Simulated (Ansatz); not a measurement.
# GaP: optical spectrum from first principles, part 2 of 2

Wanted: where GaP starts to absorb, how strongly, and its refractive index.

Ansatz 0.2.0; DFT, PBE, plane-wave PAW, default files, scalar-relativistic, independent-particle optical response without local fields.

So far, electronic dielectric constant ε∞, mean over x, y and z (by symmetry where fewer were run): step 3 (spectrum) 10.9. Also gap on the path (eV): step 2 (ground state and bands) 1.59.

## Step 4: Static response with local fields

Perturbation theory gives the static response with local fields and the functional's kernel, and it needs no empty bands.

This step: DFT, PBE, plane-wave PAW, default files, scalar-relativistic, static field response by perturbation theory with local fields (Ansatz 0.2.0).

The input, input.yaml:

```yaml
crystal:
  lattice:
    - [0.0, 2.72525, 2.72525]
    - [2.72525, 0.0, 2.72525]
    - [2.72525, 2.72525, 0.0]
  atoms:
    - { symbol: Ga, position: [0.0, 0.0, 0.0] }
    - { symbol: P, position: [0.75, 0.75, 0.75] }
kpoints:
  mp_grid: { grid: [7, 7, 7] }
scf:
  occupations: { method: fixed }
hamiltonian:
  xc: pbe
  pseudopotentials: { kind: paw }
dielectric: {}
```

Started as:

```console
ansatz run input.yaml --threads 4 --pin off --max-ram 8192MiB --backend cpu --events-out ev --progress --plain --runs-dir out
```

Numbers of over 12 decimals in the logs are rounded to 6 here.

The log of the run:

```text
[...]
Crystal: 2 atoms, lattice volume = 40.481 Å³
Basis set: ecut = 420 eV, 749 PW (Γ), exchange–correlation on 54×54×54 points (8 copies of the dense FFT grid, shifted against one another)
Bands: 13, of which v1, the nominal top of the filled ones, is band 9 counted from 1 (8 counted from 0)
Symmetry: 24 space group operations
k-points: 64 of 343 (irreducible under 4 space group operations, time reversal used)
[...]
SCF iter   1: F=—  HF=-4539.545187 eV  |F-HF|=—  |Δ(HF+E_count)|=         —  Δρ=1.51e-3  dr2=1.18e-3  ethr=1.77e-3  ⟨swp⟩=5.0  Hψ=4394  notcnv=0  defer=118
[...]
SCF iter   8: F=-4539.544218 eV  HF=-4539.544218 eV  |F-HF|=5.82e-11  |Δ(HF+E_count)|=  2.11e-10  Δρ=5.12e-7  dr2=5.35e-11  ethr=1.00e-12  ⟨swp⟩=5.5  Hψ=4726  notcnv=0
SCF 1 converged in 8 iterations: F = -4539.544218 eV  dr2 = 5.35e-11
[...]
DFPT response loops at Γ: preconditioner auto → none (the input reference at scf.mixing.eps_inf says where Resta's filter doesn't serve); β = 0.50; Broyden in place of MSR1
── the response to a field inside a basis, on 10×10×10 k-points: an SCF that follows is theirs, and a resumed run solves both again ──
Bands: 10, of which v1, the nominal top of the filled ones, is band 9 counted from 1 (8 counted from 0)
k-points: 110
[...]
Eigensolver: Dense (110 Hₖ)
SCF iter   1: F=—  HF=-4539.548947 eV  |F-HF|=—  |Δ(HF+E_count)|=         —  Δρ=2.24e-4  dr2=2.54e-5  ethr=1.00e-1
[...]
SCF iter   4: F=-4539.548941 eV  HF=-4539.548941 eV  |F-HF|=3.64e-9  |Δ(HF+E_count)|=   9.98e-8  Δρ=3.83e-6  dr2=3.86e-9  ethr=1.52e-9
SCF 1 converged in 4 iterations: F = -4539.548941 eV  dr2 = 3.86e-9
[...]
SCF converged after 8 iterations
Free energy (F): -4539.544218 eV
[...]
Internal energy: -4539.544218 eV  (E = F + TS)
E sigma→0 (E₀):  -4539.544218 eV
Fermi energy:    7.087827 eV
[...]
--- Band table (eV; the first three rows and the last of 64) ---
  k-point 0: bands = [... 5 lower, -5.4049, 7.0878, 7.0878, 7.0878, 8.9157, 10.9716, 10.9716, 10.9716]
  k-point 1: bands = [... 5 lower, -5.1414, 5.1360, 6.7992, 6.7992, 9.5384, 11.4059, 11.4059, 11.7779]
  k-point 2: bands = [... 5 lower, -4.4115, 2.6147, 6.3116, 6.3116, 9.1263, 11.8835, 11.8835, 14.0040]
  k-point 63: bands = [... 5 lower, -3.1112, 1.1858, 3.3011, 5.5556, 10.0000, 13.0897, 13.5183, 13.9834]
--- Dielectric response (ions clamped): 3 representative field directions + reference, inside a basis on a mesh of 1000 k-points (Σ response iterations 15) ---
  ε∞ (high-frequency dielectric tensor):
       10.372931    -0.000000     0.000000
       -0.000000    10.372931     0.000000
        0.000000     0.000000    10.372931
  Born effective charges Z* (e; rows j = field, columns β = displacement):
    site 0:
         2.14770   -0.00000    0.00000
         0.00000    2.14770    0.00000
        -0.00000    0.00000    2.14770
    site 1:
        -2.14770    0.00000   -0.00000
        -0.00000   -2.14770   -0.00000
         0.00000   -0.00000   -2.14770
  Z* charge neutrality: 1.890e-4 e pre-enforcement
  solved inside a basis spanned on kpoints, on 10×10×10 k-points transformed towards the longest dipole: ε∞ is read to err by 2.8e-2, Z* by 1.4e-2 e (field_mesh: kpoints solves on kpoints); Z* is corrected for what the basis lacks
```

Run time: 7.4 s. Hardware: 4 threads of AMD EPYC 7R13 (Zen 3), shared host; peak memory 0.67 GiB; 26 s of CPU time.

This step gave:

| Item | Value |
| --- | --- |
| electronic dielectric constant ε∞, mean over x, y and z (by symmetry where fewer were run) | 10.37 |

ε∞ with local fields:

```
10.37  0.00  0.00
 0.00 10.37  0.00
 0.00  0.00 10.37
```

Diagonal elements. Born, by row:

```csv
atom,Z*xx (e),Z*yy (e),Z*zz (e)
Ga1,2.148,2.148,2.148
P2,-2.148,-2.148,-2.148
```

Mean Born charges are Ga +2.15 and P -2.15, against formal valences of +3 and -3. They fall short of the ionic values, as in covalent bonds.

## Step 5: Summary of results

```
gap on the path                                                                                                                                     : 1.59 eV
least direct gap on the path                                                                                                                        : 1.83 eV
electronic dielectric constant ε∞, mean over x, y and z (by symmetry where fewer were run) (independent particles)                                  : 10.9
absorption onset, first axis (α over 10⁴ cm⁻¹, or the direct gap if that lies higher)                                                               : 1.91 eV
main peak of Im epsilon, first axis                                                                                                                 : 4.48 eV
centre of weight of the strongest loss peak in the window, first axis                                                                               : 16.0 eV
photocurrent from vertical transitions in a film 500 nm thick on a perfect mirror (two passes), AM1.5G, no front reflection, all carriers collected : 16.7 mA/cm²
electronic dielectric constant ε∞, mean over x, y and z (by symmetry where fewer were run) (static response with local fields)                      : 10.4
```

In words: At this level (PBE, independent particles) GaP has ε∞ = 10.9 (10.4 with local fields) and n = 3.36 at 1550 nm; absorption sets in near 1.9 eV, and Im ε peaks at 4.5 eV. The gap is indirect (1.59 eV), so absorption without phonons can begin only at the direct gap of 1.83 eV. The absorption coefficient passes 10⁴ cm⁻¹ at 1.91 eV, inside the visible range. The strongest loss structure up to 20 eV has its centre of weight at 16.0 eV; a free-electron gas of the 8.7 electrons in the f-sum would put its plasmon at 17.2 eV. Distinct maxima of Im ε, read by a parabola through the highest points, lie at 2.98 eV (13), 4.48 eV (37) and 5.77 eV (13). The first strong peak, at 4.48 eV, fits the highest filled and the lowest empty band, which run nearly parallel at that distance over 100 % of U–X; the match rests on energies alone. A film 1 µm thick would pass 3 % of daylight and look orange, dark in transmission (x = 0.606, y = 0.390). A larger true gap would move the edge to shorter wavelengths and change the colour. With local fields and the functional's kernel the static response is 10.4 against 10.9 for independent particles (-5 %). In the base spectrum excitons and phonon-assisted transitions are missing, and so are local fields; PBE gaps are as a rule too small, which pulls the onset down and ε∞ up. In the base run ε includes the program's bounded estimate of what the bands above those summed add.

[Logs are printed without paths, hosts, clocks, repeated set-up lines and the standing remarks that a program may print on its own settings, such as how far it seeks lower states.]

[Hosts, paths, dates, database ids (printed as entryN), source tags and the programs' standing remarks are cut or masked in the printed files.]
